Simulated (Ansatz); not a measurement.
# armchair GaN nanoribbon (N = 4, H edges): bands by functional and under strain

Wanted: the relaxed geometry and the bands of the armchair GaN nanoribbon (N = 4, H edges).

Calculated with Ansatz 0.2.0; DFT PBE, plane waves, PAW; relaxation of a wire's period, in the first sound run; inputs show where later runs differ.

### Step 1. The structure

The cell holds 12 atoms: 4 Ga, 4 N and 4 H. Cell: a = 14.456 Å, b = 7.000 Å, c = 5.550 Å, α = 90.0°, β = 90.0°, γ = 90.0°. Vacuum lies along a and b. The structure's axis is c.

Structure file:

```xyz
12
Lattice="14.4560 0.0000 0.0000 0.0000 7.0000 0.0000 0.0000 0.0000 5.5500" Properties=species:S:1:pos:R:3
Ga    4.8250    3.5000    0.0000
Ga    8.0293    3.5000    0.0000
N     4.8250    3.5000    1.8500
N     8.0293    3.5000    1.8500
H    10.9565    3.5000    2.0100
H     3.9417    3.5000    2.3600
Ga    6.4272    3.5000    2.7750
Ga    9.6315    3.5000    2.7750
N     6.4272    3.5000    4.6250
N     9.6315    3.5000    4.6250
H     3.5000    3.5000    4.7850
H    10.5148    3.5000    5.1350
```

### Step 2. The relaxed wire

Band widths follow the bond lengths, so the wire is relaxed first. The atoms and the third cell vector are free; the box across stays fixed as vacuum. A Fermi-Dirac smearing is set since the result may be a metal. The pressure printed is a third of the stress's trace over the whole box, vacuum included; only the stress along the axis is relaxed.

Input file input.yaml:

```yaml
crystal:
  lattice:
    - [14.456, 0.0, 0.0]
    - [0.0, 7.0, 0.0]
    - [0.0, 0.0, 5.55]
  atoms:
    - { symbol: Ga, position: [0.33377275, 0.5, 0.0] }
    - { symbol: Ga, position: [0.555431161, 0.5, 0.0] }
    - { symbol: "N", position: [0.33377275, 0.5, 0.333333333] }
    - { symbol: "N", position: [0.555431161, 0.5, 0.333333333] }
    - { symbol: H, position: [0.757919115, 0.5, 0.362162162] }
    - { symbol: H, position: [0.272666917, 0.5, 0.425225225] }
    - { symbol: Ga, position: [0.444601955, 0.5, 0.5] }
    - { symbol: Ga, position: [0.666260367, 0.5, 0.5] }
    - { symbol: "N", position: [0.444601955, 0.5, 0.833333333] }
    - { symbol: "N", position: [0.666260367, 0.5, 0.833333333] }
    - { symbol: H, position: [0.242114001, 0.5, 0.862162162] }
    - { symbol: H, position: [0.727366199, 0.5, 0.925225225] }
kpoints:
  mp_grid: { grid: [1, 1, 15] }
scf:
  occupations: { method: fermi_dirac, width: 0.05 }
hamiltonian:
  xc: pbe
relax:
  cell: { fix: [a, b, alpha, beta, gamma] }
  max_steps: 60
```

The run is started by

```bash
$ ansatz run input.yaml --threads 8 --pin off --max-ram 16384MiB --backend cpu --events-out ev --progress --plain --runs-dir out
```

Numbers of over 12 decimals in the logs are rounded to 6 here.

The log of the run:

```text
Engine: ansatz 0.2.0, x86_64-unknown-linux-gnu
Pseudopotentials: kind: paw
Pseudopotential: Ga, paw, valence charge 13, recommended cutoff 420 eV (normal), Ga.paw.azcp
Pseudopotential: N, paw, valence charge 5, recommended cutoff 420 eV (normal), N.paw.azcp
Pseudopotential: H, paw, valence charge 1, recommended cutoff 420 eV (normal), H.paw.azcp
Functional definition: PBE
  parameter kappa = 0.804
  parameter beta = 0.066725
  exchange = pbe_x(kappa = kappa, mu = beta*pi^2/3)
  correlation = pbe_c(beta = beta)
Crystal: 12 atoms, lattice volume = 561.616 Å³
Basis set: ecut = 420 eV, 10985 PW (Γ), exchange–correlation on 200×96×80 points (8 copies of the dense FFT grid, shifted against one another)
Bands: 50, of which v1, the nominal top of the filled ones, is band 38 counted from 1 (37 counted from 0)
Symmetry: 4 space group operations
Space group: Pmc21 (ITA 26), of the structure as read, at distance tolerance 8.3e-5 Å
k-points: 8 of 15 (time reversal used)
Non-local potential: Ga, projectors of the file, l = 0: 2, l = 1: 2, l = 2: 3, l = 3: 1
Non-local potential: N, projectors of the file, l = 0: 2, l = 1: 2, l = 2: 1
Non-local potential: H, projectors of the file, l = 0: 2, l = 1: 1
PAW form: soft (Blöchl's): semilocal exchange-correlation on the pseudo side does not see the compensation charge
PAW one-centre angular grid: Ga, 590 points (default); XC on 64 Gauss nodes
PAW one-centre angular grid: N, 110 points (default); XC on 64 Gauss nodes
PAW one-centre angular grid: H, 110 points (default); XC on 64 Gauss nodes
Initial density: superposition of atomic densities (neutral atoms: chi_scale 0, normalization atom), corrected by the library's trained network
Initial wavefunctions: pseudopotential atomic-orbital guess
Functional: x = pbe(κ = 0.804, μ = 0.219515), c = pbe(β = 0.066725)
SCF iter   1: F=—  HF=-16732.052448 eV  |F-HF|=—  |Δ(HF+E_count)|=         —  Δρ=1.92e-3  dr2=1.43e-2  ethr=1.77e-3  ⟨swp⟩=7.6  Hψ=1879  notcnv=0  defer=1
preconditioner: auto → Resta (q_TF=auto, 1.955 Å⁻¹)  ε∞=1.8  [insulator: Δε(μ)=3.186 eV  Ē_g=14.820 eV  σ=0.050 eV  W_gap=1.00  n_scr=70 (ndim 8)  ℏωp=13.7 eV  f_vac=0.673  D(μ)=0.00/eV (n_scr^D=0)  ε∞_Penn≈1.8  vacuum switching on, ρ_ref=1.6e-2 e/Å³]
SCF iter   2: F=—  HF=-16732.061020 eV  |F-HF|=—  |Δ(HF+E_count)|=   8.57e-3  Δρ=8.74e-4  dr2=3.92e-3  ethr=1.88e-5  ⟨swp⟩=2.0  Hψ=634  notcnv=0  defer=42
SCF iter   3: F=—  HF=-16732.063996 eV  |F-HF|=—  |Δ(HF+E_count)|=   2.98e-3  Δρ=5.29e-4  dr2=1.35e-3  ethr=5.16e-6  ⟨swp⟩=2.0  Hψ=668  notcnv=0  defer=42
SCF iter   4: F=—  HF=-16732.064510 eV  |F-HF|=—  |Δ(HF+E_count)|=   5.14e-4  Δρ=1.27e-4  dr2=9.77e-5  ethr=1.77e-6  ⟨swp⟩=2.6  Hψ=715  notcnv=0  defer=42
SCF iter   5: F=—  HF=-16732.064365 eV  |F-HF|=—  |Δ(HF+E_count)|=   1.45e-4  Δρ=4.87e-5  dr2=1.38e-5  ethr=1.29e-7  ⟨swp⟩=2.0  Hψ=691  notcnv=0  defer=42
SCF iter   6: F=—  HF=-16732.064368 eV  |F-HF|=—  |Δ(HF+E_count)|=   3.23e-6  Δρ=1.73e-5  dr2=1.37e-6  ethr=1.82e-8  ⟨swp⟩=2.0  Hψ=470  notcnv=0  defer=42
SCF iter   7: F=—  HF=-16732.064369 eV  |F-HF|=—  |Δ(HF+E_count)|=   1.18e-6  Δρ=6.16e-6  dr2=1.74e-7  ethr=1.80e-9  ⟨swp⟩=2.0  Hψ=658  notcnv=0  defer=42
SCF iter   8: F=-16732.064369 eV  HF=-16732.064369 eV  |F-HF|=2.21e-8  |Δ(HF+E_count)|=   1.77e-7  Δρ=1.43e-6  dr2=7.86e-9  ethr=1.32e-10  ⟨swp⟩=5.0  Hψ=1370  notcnv=0
SCF 1 converged in 8 iterations: F = -16732.064369 eV  dr2 = 7.86e-9
  greatest PAW one-centre occupation: 0.996 electrons in one spin orbital (limit 2), on the Ga atom at site 7 (counted from 0), in its partial waves of l = 2
relax step   1: F+E_penalty+E_count = -16732.06436924 eV  Δ(F+E_penalty+E_count) = +0.000e0 eV  max|allowed force component| = 5.161e-1 eV/Å  Δτ_max = 0.0000 Å  P = +0.062 GPa  Ω = 561.616 Å³  fix = [a, b, alpha, beta, gamma]  reactions: a +0.008, b +0.154 GPa  (8 SCF iters, dr2 threshold 1.00e-7 eV, accepted)
Crystal: 12 atoms, lattice volume = 562.928 Å³
Basis set: ecut = 420 eV, 10997 PW (Γ), exchange–correlation on 200×96×80 points (8 copies of the dense FFT grid, shifted against one another)
Initial density: handed on by an earlier stage of this run
Initial wavefunctions: those handed on with the density
iter 1 solved again at ethr=8.73e-5 eV; its pass at ethr=3.10e-3 eV (dr2=6.63e-2 eV) is discarded
SCF iter   1: F=—  HF=-16732.165355 eV  |F-HF|=—  |Δ(HF+E_count)|=         —  Δρ=4.09e-3  dr2=7.08e-2  ethr=8.73e-5  ⟨swp⟩=2.2  Hψ=2052  notcnv=0
preconditioner: auto → Resta (q_TF=auto, 1.954 Å⁻¹)  ε∞=1.8  [insulator: Δε(μ)=3.239 eV  Ē_g=14.810 eV  σ=0.050 eV  W_gap=1.00  n_scr=70 (ndim 8)  ℏωp=13.6 eV  f_vac=0.673  D(μ)=0.00/eV (n_scr^D=0)  ε∞_Penn≈1.8  vacuum switching on, ρ_ref=1.6e-2 e/Å³]
SCF iter   2: F=—  HF=-16732.146972 eV  |F-HF|=—  |Δ(HF+E_count)|=   1.84e-2  Δρ=1.86e-3  dr2=9.59e-3  ethr=8.73e-5  ⟨swp⟩=2.4  Hψ=614  notcnv=0
SCF iter   3: F=—  HF=-16732.146244 eV  |F-HF|=—  |Δ(HF+E_count)|=   7.27e-4  Δρ=7.77e-4  dr2=2.86e-3  ethr=1.26e-5  ⟨swp⟩=2.1  Hψ=702  notcnv=0
SCF iter   4: F=—  HF=-16732.145731 eV  |F-HF|=—  |Δ(HF+E_count)|=   5.13e-4  Δρ=2.48e-4  dr2=1.81e-4  ethr=3.76e-6  ⟨swp⟩=2.0  Hψ=702  notcnv=0
SCF iter   5: F=—  HF=-16732.145577 eV  |F-HF|=—  |Δ(HF+E_count)|=   1.55e-4  Δρ=8.01e-5  dr2=3.50e-5  ethr=2.38e-7  ⟨swp⟩=2.0  Hψ=560  notcnv=0
SCF iter   6: F=—  HF=-16732.145575 eV  |F-HF|=—  |Δ(HF+E_count)|=   1.62e-6  Δρ=2.52e-5  dr2=3.13e-6  ethr=4.60e-8  ⟨swp⟩=2.0  Hψ=517  notcnv=0
SCF iter   7: F=-16732.145576 eV  HF=-16732.145576 eV  |F-HF|=1.25e-7  |Δ(HF+E_count)|=   7.69e-7  Δρ=8.43e-6  dr2=2.63e-7  ethr=1.58e-9  ⟨swp⟩=5.0  Hψ=1379  notcnv=0
SCF 2 converged in 7 iterations: F = -16732.145576 eV  dr2 = 2.63e-7
relax step   2: F+E_penalty+E_count = -16732.14557590 eV  Δ(F+E_penalty+E_count) = -8.121e-2 eV  max|allowed force component| = 2.419e-1 eV/Å  Δτ_max = 0.0483 Å  P = +0.017 GPa  Ω = 562.928 Å³  energy of the carried Pulay correction = -7.562e-4 eV  fix = [a, b, alpha, beta, gamma]  reactions: a -0.028, b +0.153 GPa  (7 SCF iters, dr2 threshold 1.20e-6 eV, accepted)
Crystal: 12 atoms, lattice volume = 564.362 Å³
Basis set: ecut = 420 eV, 11021 PW (Γ), exchange–correlation on 200×96×80 points (8 copies of the dense FFT grid, shifted against one another)
iter 1 solved again at ethr=3.62e-5 eV; its pass at ethr=3.10e-3 eV (dr2=2.75e-2 eV) is discarded
SCF iter   1: F=—  HF=-16732.162988 eV  |F-HF|=—  |Δ(HF+E_count)|=         —  Δρ=2.44e-3  dr2=2.32e-2  ethr=3.62e-5  ⟨swp⟩=2.5  Hψ=1790  notcnv=0
preconditioner: auto → Resta (q_TF=auto, 1.953 Å⁻¹)  ε∞=1.8  [insulator: Δε(μ)=3.230 eV  Ē_g=14.797 eV  σ=0.050 eV  W_gap=1.00  n_scr=70 (ndim 8)  ℏωp=13.6 eV  f_vac=0.674  D(μ)=0.00/eV (n_scr^D=0)  ε∞_Penn≈1.8  vacuum switching on, ρ_ref=1.6e-2 e/Å³]
SCF iter   2: F=—  HF=-16732.157367 eV  |F-HF|=—  |Δ(HF+E_count)|=   5.62e-3  Δρ=1.08e-3  dr2=3.28e-3  ethr=3.06e-5  ⟨swp⟩=2.0  Hψ=512  notcnv=0
SCF iter   3: F=—  HF=-16732.157230 eV  |F-HF|=—  |Δ(HF+E_count)|=   1.37e-4  Δρ=5.12e-4  dr2=1.46e-3  ethr=4.32e-6  ⟨swp⟩=2.0  Hψ=704  notcnv=0
SCF iter   4: F=—  HF=-16732.156979 eV  |F-HF|=—  |Δ(HF+E_count)|=   2.52e-4  Δρ=1.51e-4  dr2=8.28e-5  ethr=1.92e-6  ⟨swp⟩=2.0  Hψ=699  notcnv=0
SCF iter   5: F=—  HF=-16732.156840 eV  |F-HF|=—  |Δ(HF+E_count)|=   1.39e-4  Δρ=5.03e-5  dr2=1.32e-5  ethr=1.09e-7  ⟨swp⟩=2.0  Hψ=632  notcnv=0
SCF iter   6: F=-16732.156840 eV  HF=-16732.156840 eV  |F-HF|=1.83e-7  |Δ(HF+E_count)|=   3.48e-8  Δρ=1.54e-5  dr2=1.01e-6  ethr=1.58e-9  ⟨swp⟩=3.6  Hψ=1550  notcnv=0
SCF 3 converged in 6 iterations: F = -16732.156840 eV  dr2 = 1.01e-6
relax step   3: F+E_penalty+E_count = -16732.15684013 eV  Δ(F+E_penalty+E_count) = -1.126e-2 eV  max|allowed force component| = 6.906e-2 eV/Å  Δτ_max = 0.0326 Å  P = +0.041 GPa  Ω = 564.362 Å³  energy of the carried Pulay correction = -1.581e-3 eV  fix = [a, b, alpha, beta, gamma]  reactions: a +0.023, b +0.151 GPa  (6 SCF iters, dr2 threshold 1.20e-6 eV, accepted)
[...]
relax step   4: F+E_penalty+E_count = -16732.15742196 eV  Δ(F+E_penalty+E_count) = -5.818e-4 eV  max|allowed force component| = 2.444e-2 eV/Å  Δτ_max = 0.0107 Å  P = +0.051 GPa  Ω = 564.601 Å³  energy of the carried Pulay correction = -1.718e-3 eV  fix = [a, b, alpha, beta, gamma]  reactions: a +0.007, b +0.151 GPa  (6 SCF iters, dr2 threshold 2.98e-7 eV, accepted)
[...]
relax step   5: F+E_penalty+E_count = -16732.15738830 eV  Δ(F+E_penalty+E_count) = +3.366e-5 eV  max|allowed force component| = 4.751e-3 eV/Å  Δτ_max = 0.0031 Å  P = +0.051 GPa  Ω = 564.754 Å³  energy of the carried Pulay correction = -1.806e-3 eV  fix = [a, b, alpha, beta, gamma]  reactions: a +0.004, b +0.150 GPa  (6 SCF iters, dr2 threshold 3.73e-8 eV, accepted)
Initial wavefunctions: pseudopotential atomic-orbital guess (no wavefunctions were taken with the density)
iter 1 solved again at ethr=1.62e-7 eV; its pass at ethr=3.10e-3 eV (dr2=1.23e-4 eV) is discarded
SCF iter   1: F=—  HF=-16732.154715 eV  |F-HF|=—  |Δ(HF+E_count)|=         —  Δρ=8.73e-5  dr2=1.13e-6  ethr=1.62e-7  ⟨swp⟩=3.1  Hψ=2908  notcnv=0
preconditioner: auto → Resta (q_TF=auto, 1.953 Å⁻¹)  ε∞=1.8  [insulator: Δε(μ)=3.232 eV  Ē_g=14.789 eV  σ=0.050 eV  W_gap=1.00  n_scr=70 (ndim 8)  ℏωp=13.6 eV  f_vac=0.673  D(μ)=0.00/eV (n_scr^D=0)  ε∞_Penn≈1.8  vacuum switching on, ρ_ref=1.6e-2 e/Å³]
SCF iter   2: F=—  HF=-16732.157541 eV  |F-HF|=—  |Δ(HF+E_count)|=   2.83e-3  Δρ=4.38e-5  dr2=3.04e-7  ethr=1.49e-9  ⟨swp⟩=2.8  Hψ=754  notcnv=0
SCF iter   3: F=—  HF=-16732.158980 eV  |F-HF|=—  |Δ(HF+E_count)|=   1.44e-3  Δρ=8.61e-6  dr2=1.43e-7  ethr=4.00e-10  ⟨swp⟩=3.0  Hψ=794  notcnv=0
SCF iter   4: F=—  HF=-16732.159051 eV  |F-HF|=—  |Δ(HF+E_count)|=   7.08e-5  Δρ=1.65e-6  dr2=1.23e-8  ethr=1.88e-10  ⟨swp⟩=3.5  Hψ=807  notcnv=0
SCF iter   5: F=—  HF=-16732.159055 eV  |F-HF|=—  |Δ(HF+E_count)|=   4.49e-6  Δρ=9.79e-7  dr2=6.88e-9  ethr=1.62e-11  ⟨swp⟩=3.0  Hψ=555  notcnv=0
SCF iter   6: F=—  HF=-16732.159056 eV  |F-HF|=—  |Δ(HF+E_count)|=   4.20e-7  Δρ=4.43e-7  dr2=1.31e-9  ethr=9.05e-12  ⟨swp⟩=2.1  Hψ=705  notcnv=0
SCF iter   7: F=-16732.159056 eV  HF=-16732.159056 eV  |F-HF|=5.93e-10  |Δ(HF+E_count)|=   1.75e-8  Δρ=9.51e-8  dr2=4.73e-11  ethr=1.00e-12  ⟨swp⟩=3.6  Hψ=1536  notcnv=0
SCF 6 converged in 7 iterations: F = -16732.159056 eV  dr2 = 4.73e-11
relax step   6: F+E_penalty+E_count = -16732.15905564 eV  Δ(F+E_penalty+E_count) = -1.667e-3 eV  max|allowed force component| = 4.521e-3 eV/Å  Δτ_max = 0.0000 Å  P = +0.054 GPa  Ω = 564.754 Å³  fix = [a, b, alpha, beta, gamma]  reactions: a +0.002, b +0.161 GPa  stress off target by 1.54e-4 GPa on what of the cell is left free  SCF on the basis re-selected at this cell (its energy is not comparable with the rows above)  (7 SCF iters)
basis re-selected at this cell: Δ(F+E_penalty+E_count) = -1.667e-3 eV, ΔP = +0.004 GPa vs the last step (what re-selecting the basis moved, of the pressure what is left beyond the Pulay correction that the steps carried, after the strain that the cell walked since its last selection, with what the two solves' SCF thresholds leave and, on support functions, any second-order correction that the steps lacked; it is no m [...]
SCF converged after 7 iterations
Free energy (F): -16732.159056 eV
Harris-Foulkes:  -16732.159056 eV  (|F-HF|=5.93e-10)
Internal energy: -16732.159056 eV  (E = F + TS)
E sigma→0 (E₀):  -16732.159056 eV
Fermi energy:    -1.298327 eV
--- Per-component energies (eV) ---
  E_band       = -937.079056
  E_kinetic    = 1033.715897
  E_local      = -25355.753345  (includes V_loc(G=0)·N_el)
  E_nonlocal   = 1894.601780
  E_hartree    = 11899.319859
  E_xc         = -546.091521
  E_vxc        = -574.905011  (∫ρ·V_xc dr)
  E_paw        = -8472.761261  (= ΣΔE_a)
  E_vpaw       = -1733.371996  (= ΣTr[D̂ρ^β])
  E_aug_tail   = -0.005216  (compensation charges beyond the density's cutoff)
  E_ewald      = 2814.814750
  E_smearing   = -0.000000  (= −TS)
  E_closure    = -0.000000  (closes the sum)
  Σ components = -16732.159056   (vs F -16732.159056, Δ=0.00e0)
--- Forces (eV/Å), atoms counted from 1 ---
  atom   1  Ga    -0.00087150     0.00000000    -0.00024514
  atom   2  Ga     0.00163422    -0.00000000    -0.00114097
  atom   3  N      0.00452138    -0.00000000     0.00163221
  atom   4  N     -0.00046704     0.00000000     0.00006079
  atom   5  H      0.00083341    -0.00000000     0.00000058
  atom   6  H     -0.00304276     0.00000000    -0.00030808
  atom   7  Ga    -0.00163422     0.00000000    -0.00114097
  atom   8  Ga     0.00087150    -0.00000000    -0.00024514
  atom   9  N      0.00046704    -0.00000000     0.00006079
  atom  10  N     -0.00452138     0.00000000     0.00163221
  atom  11  H     -0.00083341     0.00000000     0.00000058
  atom  12  H      0.00304276    -0.00000000    -0.00030808
  max |Σ_I F_I| component: 1.22e-6 eV/Å
--- Stress (GPa, compression-positive) ---
        0.001661      -0.000000       0.000000
       -0.000000       0.161104       0.000000
        0.000000       0.000000       0.000154
  P = ⅓ Tr σ = 0.0543 GPa (0.543 kbar)
--- Relaxed structure (5 steps of the walk, 5 accepted, 1 SCFs on fresh bases) ---
  F+E_penalty+E_count = -16732.15905564 eV   max|allowed force component| = 4.521e-3 eV/Å   (the final SCF, on the basis selected at the relaxed cell)
  cell:  # Å, volume = 564.7543 Å³
    - [14.456, 0.0, 0.0]
    - [0.0, 7.0, 0.0]
    - [0.0, 0.0, 5.581018]
  atoms:
    - { symbol: Ga, position: [0.331251, 0.500000, -0.00138429] }
    - { symbol: Ga, position: [0.554079, 0.500000, 0.0066807] }
    - { symbol: N, position: [0.339034, 0.500000, 0.326642] }
    - { symbol: N, position: [0.556713, 0.500000, 0.338569] }
    - { symbol: H, position: [0.763010, 0.500000, 0.363976] }
    - { symbol: H, position: [0.278394, 0.500000, 0.419571] }
    - { symbol: Ga, position: [0.445954, 0.500000, 0.506681] }
    - { symbol: Ga, position: [0.668782, 0.500000, 0.498616] }
    - { symbol: N, position: [0.443320, 0.500000, 0.838569] }
    - { symbol: N, position: [0.660999, 0.500000, 0.826642] }
    - { symbol: H, position: [0.237023, 0.500000, 0.863976] }
    - { symbol: H, position: [0.721639, 0.500000, 0.919571] }
```

The job ended after 11 s (8 threads of Intel Xeon Platinum 8488C (Sapphire Rapids), shared host; peak memory 1.4 GiB; 76 s of CPU time).

Step by step:

```csv
step,energy less that of the first step (eV),largest force component (eV/Å),pressure (GPa),volume (Å³)
1,0.0000,0.5161,0.06,561.62
2,-0.0812,0.2419,0.02,562.93
3,-0.0925,0.0691,0.04,564.36
4,-0.0931,0.0244,0.05,564.60
5,-0.0930,0.0048,0.05,564.75
6*,-0.0947,0.0045,0.05,564.75
```

Relaxation steps marked * repeat the geometry before them on a plane-wave basis chosen anew for their cell, so energy and pressure can jump there.

The run keeps the 4 symmetry operations that it works with, so distortions that break them were not tested.

```csv
cell as run,before,after,change
c (Å),5.550,5.581,+0.6 %
```

The atoms that moved most (Å, along periodic axes as changes of fractional coordinates times the final cell, across vacuum about the mean position):

```csv
atom,dx,dy,dz,length
H6,0.083,0.000,-0.032,0.089
H12,-0.083,0.000,-0.032,0.089
N10,-0.076,0.000,-0.037,0.085
N3,0.076,0.000,-0.037,0.085
H5,0.074,0.000,0.010,0.074
H11,-0.074,0.000,0.010,0.074
Ga7,0.020,0.000,0.037,0.042
Ga2,-0.020,0.000,0.037,0.042
```

Final coordinates:

```xyz
12
Lattice="14.4560 0.0000 0.0000 0.0000 7.0000 0.0000 0.0000 0.0000 5.5810" Properties=species:S:1:pos:R:3
Ga    4.7886    3.5000   -0.0077
Ga    8.0098    3.5000    0.0373
N     4.9011    3.5000    1.8230
N     8.0478    3.5000    1.8896
H    11.0301    3.5000    2.0314
H     4.0245    3.5000    2.3416
Ga    6.4467    3.5000    2.8278
Ga    9.6679    3.5000    2.7828
N     6.4086    3.5000    4.6801
N     9.5554    3.5000    4.6135
H     3.4264    3.5000    4.8219
H    10.4320    3.5000    5.1321
```

This step gave:

- cell length along the wire: 5.581 Å

The cell's length comes to 5.581 Å with spin left out.

[end of part 1 of 4]

[Logs are printed without paths, hosts, clocks, repeated set-up lines and the standing remarks that a program may print on its own settings, such as how far it seeks lower states.]

[Hosts, paths, dates, database ids (printed as entryN), source tags and the programs' standing remarks are cut or masked in the printed files.]
